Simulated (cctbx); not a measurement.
## Accept or mend?

Cell a = 5.8310 Å, b = 6.0240 Å, c = 10.0460 Å, α = 90.00°, β = 122.74°, γ = 90.00°; space group P2_1/c (no. 14).

Simulated single-crystal data (cctbx): Mo Kα, λ = 0.71073 Å, to d = 0.77 Å, 70 % of the full sphere, strongest reflection 40000 counts, noise from counting, a 2 % proportional error and a noise floor of 15 counts (s.d.); no absorption.

An anisotropic refinement with weights 1/σ² prints:

```text
Rint 0.016, 667 unique reflections to 0.77 A
cycle     R1     wR2    GooF  max shift (A)
   1  0.0710  0.1695   8.463   0.01260
   2  0.0346  0.0989   4.941   0.00049
final R1 0.0346 wR2 0.0989 GooF 4.940  parameters 48  data/parameter 13.9
atom        x        y        z      Ueq    occ   su(xyz)  su(Uiso or U11)
Gd1    0.00000  0.00000  0.50000   0.0113  1.000  0.00000  0.0003
Na1    0.28646  0.41570  0.76322   0.0140  1.000  0.00075  0.0017
Na2    0.50000  0.50000  0.50000   0.0209  1.000  0.00000  0.0026
F1     0.89316  0.93670  0.25104   0.0233  1.000  0.00127  0.0032
F2     0.39834  0.18668  0.56925   0.0261  1.000  0.00141  0.0036
C1     0.24845  0.82030  0.07839  -0.0064  1.000  0.00121  0.0023  NPD
difference map: max 3.08 min -0.78 rms 0.36
Q1    0.2761  0.6538  0.6016    4    3.12  0.25 A from C1
Q2    0.5003  0.1324  0.6494    4    0.70  0.77 A from F2
Q3    0.1572  0.1017  0.7737    4    0.65  0.35 A from F1
Q4    0.3736  0.1874  0.5314    4    0.64  0.33 A from F2
Q5    0.3119  0.1094  0.2924    4    0.54  0.29 A from Na1
Q6    0.3395  0.1710  0.1579    4    0.53  1.36 A from Na1
```

**Question.** Can this result stand? If not, what is the likely fault?

Mend it. The fault: wrong element: C1 is F. Against the right model at the same level, R1 goes from 0.0090 to 0.0346 and GooF from 0.94 to 4.94, U of C1 shrinks from 0.0188 to -0.0064 Å², the top difference peak, 3.1 e/Å³, lies on C1 and C1 goes non-positive-definite. C1 has 3 electrons too few and its U shrinks to make up, as expected.

The compound is Na3GdF6. The right model at the same level gives:

```text
Rint 0.016, 667 unique reflections to 0.77 A
cycle     R1     wR2    GooF  max shift (A)
   1  0.0458  0.1074   5.365   0.01259
   2  0.0090  0.0187   0.935   0.00001
final R1 0.0090 wR2 0.0187 GooF 0.935  parameters 48  data/parameter 13.9
atom        x        y        z      Ueq    occ   su(xyz)  su(Uiso or U11)
Gd1    0.00000  0.00000  0.50000   0.0112  1.000  0.00000  0.0001
Na1    0.28704  0.41527  0.76373   0.0139  1.000  0.00014  0.0003
Na2    0.50000  0.50000  0.50000   0.0217  1.000  0.00000  0.0005
F1     0.89160  0.93594  0.25033   0.0225  1.000  0.00024  0.0006
F2     0.39801  0.18712  0.56889   0.0252  1.000  0.00026  0.0006
F3     0.24933  0.82049  0.07893   0.0188  1.000  0.00021  0.0005
difference map: max 0.42 min -0.39 rms 0.10
Q1    0.5059  0.1235  0.6499    4    0.42  0.81 A from F2
Q2    0.3067  0.2228  0.4596    4    0.35  0.95 A from F2
Q3    0.0392  0.6667  0.9836    4    0.34  1.06 A from Gd1
Q4    0.2472  0.1697  0.0223    4    0.33  1.14 A from F2
Q5    0.1801  0.1205  0.1969    4    0.32  0.66 A from Na1
Q6    0.3240  0.1729  0.1492    4    0.31  1.39 A from Na1
```

This is a model crystal, built by substitution and not relaxed, with assumed displacement parameters.

[Middle refinement cycles are left out of these outputs.]

[Logs are printed without paths, hosts, clocks, repeated set-up lines and the standing remarks that a program may print on its own settings, such as how far it seeks lower states.]
